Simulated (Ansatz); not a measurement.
# What CdH2 (model cell, started as fluorite) distorts into

Wanted: the energy along a soft mode of CdH2 (model cell, started as fluorite) and the structure at the end.

Program: Ansatz 0.2.0. Level of theory: DFT PBEsol, scalar-relativistic, plane waves, PAW. Results are calculated unless marked as measured.

This is a report of a sequence of runs, with most program output left out.

The structure was built from a prototype and need not be the compound's stable phase.

## (1) The starting structure

The structure is cubic, space group Fm-3m (No. 225). Conventional cell: a = 5.015 Å, b = 5.015 Å, c = 5.015 Å, α = 90.00°, β = 90.00°, γ = 90.00°. Nearest to Cd lie 8 H at 2.17 Å. H has 4 Cd at 2.17 Å nearest. Farther neighbours are not listed.

## (2) Response at finite wavevector

The cell comes from relaxations at this level that are not shown. Stability and thermal properties need the whole zone. Linear response on a 4×4×4 q mesh gives force constants as far as a supercell of that size would.

Input file input.yaml:

```yaml
crystal:
  lattice:
    - [0.0, 2.5074531997, 2.5074531997]
    - [2.5074531997, 0.0, 2.5074531997]
    - [2.5074531997, 2.5074531997, 0.0]
  atoms:
    - { symbol: Cd, position: [0.0, 0.0, 0.0] }
    - { symbol: H, position: [0.25, 0.25, 0.25] }
    - { symbol: H, position: [0.75, 0.75, 0.75] }
kpoints:
  mp_grid: { grid: [16, 16, 16] }
hamiltonian:
  xc: pbesol
scf:
  occupations: { method: methfessel_paxton, width: 0.2 }
output:
  eigenvalues: true
phonons:
  method: dfpt
  qmesh: [4, 4, 4]
  temperatures: { t_max: 1000, t_step: 50 }
  qpath:
    path:
      - [[0.0, 0.0, 0.0], [0.5, 0.0, 0.5], [0.625, 0.25, 0.625]]
      - [[0.375, 0.375, 0.75], [0.0, 0.0, 0.0], [0.5, 0.5, 0.5], [0.5, 0.25, 0.75], [0.5, 0.0, 0.5]]
    npoints: 10
```

Command:

```console
$ ansatz run input.yaml --threads 4 --pin off --max-ram 7168MiB --backend cpu --events-out ev --progress --plain --runs-dir out
```

Elapsed: 6.3 min, on 4 threads of Arm Neoverse V1, shared host; peak memory 4 GiB; 24 min of CPU time.

Numbers from this step:

| Item | Value |
| --- | --- |
| volume per atom | 10.51 Å³ |
| gap on the k-mesh | 0 eV |
| sum-rule residual before enforcement | 1.62e-5 eV/Å² |
| lowest frequency on the path | -1767 cm⁻¹ |
| point group | m-3m |
| highest frequency on the path or at a solved wavevector | 976.8 cm⁻¹ |
| highest optical mode at the zone centre (no LO-TO term) | 664.2 cm⁻¹ |
| lowest optical zone-centre mode | -219.6 cm⁻¹ |
| lowest mode on the q mesh (acoustic modes at Γ apart) | -1767 cm⁻¹ |

Frequencies (cm⁻¹) solved at each irreducible wavevector; negative means imaginary. Frequencies by wavevector, by row:

```csv
q in reciprocal lattice units,star,mode 1,mode 2,mode 3,mode 4,mode 5,mode 6,mode 7,mode 8,mode 9
0 0 0,1,-219.6,-219.6,-219.6,0,0,0,664.2,664.2,664.2
0 0 0.25,8,-420.6,-42.2,-42.2,82.2,82.2,84.6,592.5,592.5,625
0 0 -0.5,4,4.2,4.2,78.7,360.8,566.7,566.7,626.4,661.7,661.7
0 0.25 0.25,6,-692.9,-692.9,-289.8,21,21,87.9,754.5,788.3,788.3
0 0.25 -0.5,24,-957,-587.5,-542.9,24.4,57.1,109.8,808.2,841.8,904.1
0 0.25 -0.25,12,-987.6,-7.2,57.2,92.7,291.3,436.8,620.7,700.6,870.5
0 -0.5 -0.5,3,-1767,-1136,-1136,32.3,32.3,120.6,912.2,912.2,970.6
0.25 -0.5 -0.25,6,-1246,-1232,32.9,86.7,86.7,582.7,582.7,903.6,942.4
```

Interpolated from a 4×4×4 q mesh. Phonon branches along the path, in cm⁻¹:

```csv
point,branch 1,branch 2,branch 3,branch 4,branch 5,branch 6,branch 7,branch 8,branch 9
Γ,-220,-220,-220,0,0,0,664,664,664
halfway,-693,-693,-290,21,21,88,754,788,788
X,-1767,-1136,-1136,32,32,121,912,912,971
halfway,-1643,-1048,-1028,32,46,117,890,906,975
U,-1355,-802,-743,30,69,106,838,878,973
jump to K,-1355,-802,-743,30,69,106,838,878,973
halfway,-864,-24,38,87,412,418,557,567,778
Γ,-220,-220,-220,0,0,0,664,664,664
halfway,-421,-42,-42,82,82,85,592,592,625
L,4,4,79,361,567,567,626,662,662
halfway,-832,-544,20,66,102,600,618,830,881
W,-1246,-1232,33,87,87,583,583,904,942
halfway,-1547,-1145,-752,34,54,114,844,914,970
X,-1767,-1136,-1136,32,32,121,912,912,971
```

Symmetry leaves 8 wavevectors to solve. The lowest mode among them, the acoustic zeros apart, lies at q = (0, -0.5, -0.5) and is imaginary, 1767.4i cm⁻¹, so the energy falls along it.

## (3) The mode frozen in, largest atomic shift 0 Å

The mode followed lies at q = (0, -0.5, -0.5) with frequency 1767.4i cm⁻¹, the softest among the wavevectors solved. At small amplitude the distorted cell has space group no. 137 by a symmetry search on the positions. The undistorted cell that holds it gives the zero of energy on the same k mesh.

System of this step: CdH2 (model cell, started as fluorite). The structure is cubic, space group Fm-3m (No. 225). The conventional cell has a = 5.015 Å, b = 5.015 Å, c = 5.015 Å, α = 90.00°, β = 90.00°, γ = 90.00°. Cd has 8 H at 2.17 Å nearest. Nearest to H lie 4 Cd at 2.17 Å. Farther neighbours are not listed.

Input file input.yaml:

```yaml
crystal:
  lattice:
    - [0.0, -2.5074531997, -2.5074531997]
    - [0.0, 2.5074531997, -2.5074531997]
    - [5.0149063994, 0.0, 0.0]
  atoms:
    - { symbol: Cd, position: [0.5, 0.5, 0.5] }
    - { symbol: Cd, position: [1.0, 0.0, 0.0] }
    - { symbol: H, position: [0.0, 0.5, 0.75] }
    - { symbol: H, position: [0.5, 0.0, 0.25] }
    - { symbol: H, position: [1.0, 0.5, 0.25] }
    - { symbol: H, position: [0.5, 0.0, 0.75] }
kpoints:
  mp_grid: { grid: [10, 10, 8] }
hamiltonian:
  xc: pbesol
scf:
  occupations: { method: methfessel_paxton, width: 0.2 }
output:
  forces: true
  stress: true
  eigenvalues: true
```

Elapsed: 2.1 s, on 4 threads; peak memory 0.42 GiB; 7.7 s of CPU time.

Numbers from this step:

```yaml
pressure: 0.03195 GPa
energy_from_the_undistorted_cell: 0 meV/atom
```

The run ends at a pressure of 0.03 GPa.

## (4) The mode frozen in, largest atomic shift 0.6 Å

The atoms are moved along the unstable eigenvector, the largest shift by 0.6 Å, with the cell fixed.

input.yaml, the sections that differ from step 3:

```yaml
crystal:
  lattice:
    - [0.0, -2.5074531997, -2.5074531997]
    - [0.0, 2.5074531997, -2.5074531997]
    - [5.0149063994, 0.0, 0.0]
  atoms:
    - { symbol: Cd, position: [0.5, 0.5, 0.5] }
    - { symbol: Cd, position: [1.0, 0.0, 0.0] }
    - { symbol: H, position: [0.0, 0.5, 0.6303566902] }
    - { symbol: H, position: [0.5, 0.0, 0.3696433098] }
    - { symbol: H, position: [1.0, 0.5, 0.1303566902] }
    - { symbol: H, position: [0.5, 0.0, 0.8696433098] }
# kpoints, hamiltonian, scf, output: as in step 3
```

It took 2.1 s on 4 threads; peak memory 0.42 GiB.

This step gave:

* pressure: 4.186 GPa
* energy from the undistorted cell: -159.1 meV/atom

The energy, extrapolated to zero smearing, is -159.11 meV/atom against the undistorted cell.

The run ends at a pressure of 4.19 GPa, with forces up to 0.027 eV/Å.

## (5) Energy along the mode, all amplitudes (two of the runs are shown above)

An imaginary frequency means negative curvature, so the energy should fall and then rise again as anharmonic terms take over.

This step gave:

* depth at the lowest point sampled: 159.1 meV/atom
* largest atomic shift at that point: 0.6 Å

The energy from the parent by largest atomic shift:

```csv
largest atomic shift (Å),energy from the parent (meV/atom)
0.000,0
0.040,-5.54
0.080,-18.3
0.140,-42.0
0.220,-75.7
0.320,-113
0.450,-147
0.600,-159
```

Displacement at unit largest shift by atom:

```csv
atom,x (Å),y (Å),z (Å),size
Cd1,0.00,0.00,0.00,0.00
Cd2,0.00,0.00,0.00,0.00
H3,-1.00,0.00,0.00,1.00
H4,1.00,0.00,0.00,1.00
H5,-1.00,0.00,0.00,1.00
H6,1.00,0.00,0.00,1.00
```

The lowest of the steps tried is the last one, at 0.6 Å, 159 meV/atom below the parent; the bottom of the well need not coincide with a step.

## (6) Relaxation from the frozen mode

Starting from the lowest point found, all atoms and the cell are let go, so that strain and other modes of the same symmetry can join in.

Changes to input.yaml since step 4:

```diff
@@ -22 +22,6 @@
   eigenvalues: true
+relax:
+  adjacent_minimum: "off"
+  f_tol: 0.002
+  max_steps: 120
+  cell: { stress_tol: 0.03 }
```

Run time: 65 s. Hardware: 4 threads; peak memory 0.51 GiB; 4.1 min of CPU time.

The steps of the relaxation (22 of 26):

```csv
step,energy less that of the first step (eV),largest force component (eV/Å),pressure (GPa),volume (Å³)
1,0.0000,0.0274,4.19,63.06
2,-0.1675,0.0125,1.54,66.20
3,-0.2856,0.0156,0.81,67.45
5,-0.3907,0.0609,-0.19,68.81
6,-0.3933,0.0011,-0.08,69.30
7,-0.3935,0.0005,0.02,69.15
8*,-0.4362,0.0003,0.92,69.15
9,-0.4635,0.0007,0.70,70.07
11,-0.5219,0.0045,0.33,72.13
12,-0.5400,0.0066,0.12,73.09
13,-0.5433,0.0054,0.00,73.67
14,-0.5435,0.0000,-0.01,73.59
15*,-0.5687,0.0010,0.43,73.59
16,-0.5836,0.0048,0.39,74.44
18,-0.6046,0.0053,0.17,77.55
19,-0.6057,0.0085,-0.05,78.64
20,-0.6055,0.0067,0.06,78.89
21,-0.6056,0.0000,0.00,78.88
22*,-0.6151,0.0001,0.08,78.88
24,-0.6163,0.0042,0.02,81.17
25,-0.6163,0.0010,0.00,81.19
26*,-0.6181,0.0011,0.00,81.19
```

Relaxation steps marked * repeat the geometry before them on a plane-wave basis chosen anew for their cell, so energy and pressure can jump there. Other such steps can lie between the rows shown.

Forces are held to the 16 operations that the run works with; a distortion that breaks them can't arise in this run.

```csv
cell as run,before,after,change
a (Å),3.546,3.128,-11.8 %
b (Å),3.546,3.128,-11.8 %
c (Å),5.015,8.301,+65.5 %
volume (Å³/atom),10.51,13.53,+28.8 %
```

The atoms that moved most (Å, as changes of fractional coordinates times the final cell):

```csv
atom,dx,dy,dz,length
H3,-0.056,0.000,0.000,0.056
H6,0.056,0.000,0.000,0.056
H5,-0.056,0.000,0.000,0.056
H4,0.056,0.000,0.000,0.056
```

Final coordinates:

```cif
data_structure
_symmetry_space_group_name_H-M 'P 1'
_symmetry_Int_Tables_number 1
_cell_length_a 3.1275
_cell_length_b 3.1275
_cell_length_c 8.3009
_cell_angle_alpha 90.000
_cell_angle_beta 90.000
_cell_angle_gamma 90.000
_cell_volume 81.19
loop_
_atom_site_label
_atom_site_type_symbol
_atom_site_fract_x
_atom_site_fract_y
_atom_site_fract_z
_atom_site_occupancy
Cd1 Cd 0.50000 0.50000 0.50000 1
Cd2 Cd 0.00000 0.00000 0.00000 1
H3 H 0.00000 0.50000 0.62357 1
H4 H 0.50000 0.00000 0.37643 1
H5 H 0.00000 0.50000 0.12357 1
H6 H 0.50000 0.00000 0.87643 1
```

This step gave:

```
pressure          : -0.003755 GPa
gap on the k-mesh : 2.125 eV
volume per atom   : 13.53 Å³
```

The distorted start has space group P4_2/nmc; the relaxation ends in P4_2/nmc.

## (7) The new phase in its own primitive cell

The relaxed structure is symmetrised, reduced to its primitive cell and relaxed tightly, as its phonons need.

Input file input.yaml:

```yaml
crystal:
  lattice:
    - [3.1275175415, 0.0, 0.0]
    - [0.0, 3.1275175415, 0.0]
    - [0.0, 0.0, 8.3008551616]
  atoms:
    - { symbol: Cd, position: [0.5, 0.5, 0.5] }
    - { symbol: Cd, position: [0.0, 0.0, 0.0] }
    - { symbol: H, position: [0.0, 0.5, 0.6235749218] }
    - { symbol: H, position: [0.5, 0.0, 0.3764250782] }
    - { symbol: H, position: [0.0, 0.5, 0.1235749218] }
    - { symbol: H, position: [0.5, 0.0, 0.8764250782] }
kpoints:
  mp_grid: { grid: [8, 8, 4] }
hamiltonian:
  xc: pbesol
scf:
  occupations: { method: fixed }
output:
  forces: true
  stress: true
  eigenvalues: true
relax:
  adjacent_minimum: "off"
  f_tol: 0.001
  max_steps: 60
  cell: { stress_tol: 0.01 }
```

Elapsed: 2.9 s, on 4 threads; peak memory 0.42 GiB.

Little changed from the start: no atom moved by 0.005 Å and no cell edge by 0.1 %.

Numbers from this step:

```
pressure           : -0.004720 GPa
gap on the k-mesh  : 2.174 eV
direct gap on mesh : 3.462 eV
```

The largest force component left is 0.38 meV/Å and the pressure is -0.005 GPa, within the tolerances set. The cell now holds 13.53 Å³/atom.

## (8) Modes of the new phase, k-mesh 8×8×4, occupations fixed

A relaxed structure may still be a saddle point, so its zone-centre modes are computed. The response to a homogeneous field gives the Born charges and the dielectric tensor, and its change with displacement the Raman tensors.

Changes to input.yaml since step 7:

```diff
@@ -19,9 +19,7 @@
 output:
-  forces: true
-  stress: true
   eigenvalues: true
-relax:
-  adjacent_minimum: "off"
-  f_tol: 0.001
-  max_steps: 60
-  cell: { stress_tol: 0.01 }
+phonons:
+  method: dfpt
+  dielectric: true
+  rigid_motions: translations
+  raman: true
```

Wall time 4.4 min (4 threads); peak memory 1.5 GiB; 17 min of CPU time.

Numbers from this step:

```
sum-rule residual before enforcement                    : 2.55e-5 eV/Å²
miss of the charge sum rule                             : 3.38e-4 e
estimated error of the dielectric tensor                : 0.01844
estimated error of the Born charges                     : 0.02048 e
point group                                             : 4/mmm
highest optical mode at the zone centre (no LO-TO term) : 1250 cm⁻¹
lowest optical zone-centre mode                         : 25.54 cm⁻¹
mean high-frequency dielectric constant                 : 5.107
largest Born charge (third of the trace)                : 1.679 e
mean static dielectric constant                         : 12.45
top of the zone-centre spectrum with the field          : 1354 cm⁻¹
```

Patterns of degenerate modes are one choice out of their space. The modes at Γ (shares of kinetic energy by element, %):

```csv
mode,frequency (cm⁻¹),symmetry,Cd %,H %
1,0.0,acoustic,98,2
2,0.0,acoustic,98,2
3,0.0,acoustic,98,2
4,25.5,Eg,99,1
5,25.5,Eg,99,1
6,31.7,B1g,98,2
7,347.2,Eu,1,99
8,347.2,Eu,1,99
9,400.7,Eg,1,99
10,400.7,Eg,1,99
11,916.8,A2u,2,98
12,1011.6,B1g,2,98
13,1046.2,B2u,0,100
14,1054.8,A1g,0,100
15,1229.3,Eu,1,99
16,1229.3,Eu,1,99
17,1249.8,Eg,0,100
18,1249.8,Eg,0,100
```

Displacements in mode 4 (25.5 cm⁻¹), the largest set to 1:
```
Cd1  1.00  0.11  0.00
Cd2 -1.00 -0.11  0.00
H3   0.89  0.07  0.00
H4   0.65  0.10  0.00
H5  -0.65 -0.10  0.00
H6  -0.89 -0.07  0.00
```

Displacements in mode 18 (1249.8 cm⁻¹), the largest set to 1:
```
Cd1  0.01  0.00  0.00
Cd2 -0.01  0.00  0.00
H3  -1.00  0.00  0.00
H4   0.20  0.00  0.00
H5  -0.20  0.00  0.00
H6   1.00  0.00  0.00
```

Optical modes at the zone centre, without and with the macroscopic field of the longitudinal modes; each column is sorted by frequency, so a row need not hold one and the same mode. Modes with and without the field, by row:

```csv
rank among optical modes,no field (cm⁻¹),"q along (1, 0, 0) (cm⁻¹)","q along (0, 0, 1) (cm⁻¹)"
1,25.5,25.5,25.5
2,25.5,25.5,25.5
3,31.7,31.7,31.7
4,347.2,347.2,347.2
5,347.2,400.7,347.2
6,400.7,400.7,400.7
7,400.7,531.5,400.7
8,916.8,916.8,995.4
9,1012,1012,1012
10,1046,1046,1046
11,1055,1055,1055
12,1229,1229,1229
13,1229,1250,1229
14,1250,1250,1250
15,1250,1354,1250
```

Born charge (rows field, columns displacement) (e), principal values of the symmetric part by kind of site:

```csv
atom,atoms with these values,low,middle,high,mean
Cd1,2,0.96,2.04,2.04,1.68
H3,4,-1.35,-0.69,-0.48,-0.84
```

In full for H3:

```
-1.35  0.00  0.00
 0.00 -0.69  0.00
 0.00  0.00 -0.48
```

High-frequency dielectric tensor:

```
5.80 0.00 0.00
0.00 5.80 0.00
0.00 0.00 3.73
```

Static dielectric tensor (ions relaxed, fixed cell):

```
16.48  0.00  0.00
 0.00 16.48  0.00
 0.00  0.00  4.39
```

Transverse modes. Infrared lines, with heights relative to the strongest:

```csv
position (cm⁻¹),label,relative intensity
26,Eg,0.0
32,B1g,0.0
347,Eu,70
401,Eg,0.0
917,A2u,17
1012,B1g,0.0
1046,B2u,0.0
1055,A1g,0.0
1229,Eu,100
1250,Eg,0.0
```

Activity x (w_L - w)^4 (n + 1)/w, 532 nm, 300 K; modes without the macroscopic field alone. Raman lines, with heights relative to the strongest:

```csv
position (cm⁻¹),label,relative intensity
26,Eg,24
32,B1g,7.2
347,Eu,0.0
401,Eg,13
917,A2u,0.0
1012,B1g,1.6
1046,B2u,0.0
1055,A1g,100
1229,Eu,0.0
1250,Eg,1.1
```

Before it was imposed, the acoustic sum rule was missed by 2.5e-5 eV/Å² and the charge sum rule by 3.4e-4 e. Small misses are needed for a sound result but don't prove that mesh and cutoff are converged. The lowest optical mode is real, 25.5 cm⁻¹.

The log warns of the k mesh: “the force constants stand on the 8×8×4 k-mesh, whose period is 12.55 times the interband length at k = (0.0000, 0.3750, -0.5000), direct gap 3.462 eV, under 14: take them and everything formed from them as unconverged”.

## (9) Results

- unstable mode of the parent: q = (0, -0.5, -0.5), 1767i cm⁻¹
- depth at the lowest point sampled: 159 meV/atom
- largest atomic shift at that point: 0.6 Å
- space group reached (within 0.01 Å): P4_2/nmc
- energy gained over the parent (first relaxation, on the mesh of the frozen mode): 262 meV/atom
- volume per atom, phase reached: 13.5 Å³
- gap on the k-mesh, phase reached: 2.17 eV
- lowest optical zone-centre mode, phase reached: 25.5 cm⁻¹
- highest optical mode at the zone centre (no LO-TO term), phase reached: 1250 cm⁻¹

In words: Along this mode the structure falls into P4_2/nmc, 262 meV/atom below the parent. At the parent's cell the well is 159.1 meV/atom deep on the steps tried, with its lowest point at a shift of 0.6 Å. That is the last step tried, so the steps alone don't bracket the bottom of the well. Relaxing atoms and cell changes the gain by +103.08 meV/atom against the lowest step (energies at zero smearing). The new phase has no imaginary mode at the zone centre of its cell; other wavevectors were not checked. Of the 2 patterns followed to their end from this parent, this one reaches the lowest energy. Each path keeps the symmetry of its pattern, so a lower phase may lie along a pattern not tried. With the field response the log warns that the k mesh is coarse for the force constants too, so the frequencies may not be converged. With no gap, or one that is small against the smearing, the frequencies hang on the k mesh and the smearing, most of all near Kohn anomalies. The starting cell was built on a prototype and not taken from a measurement, so the phase need not exist.

[Logs are printed without paths, hosts, clocks, repeated set-up lines and the standing remarks that a program may print on its own settings, such as how far it seeks lower states.]

[Hosts, paths, dates, database ids (printed as entryN), source tags and the programs' standing remarks are cut or masked in the printed files.]
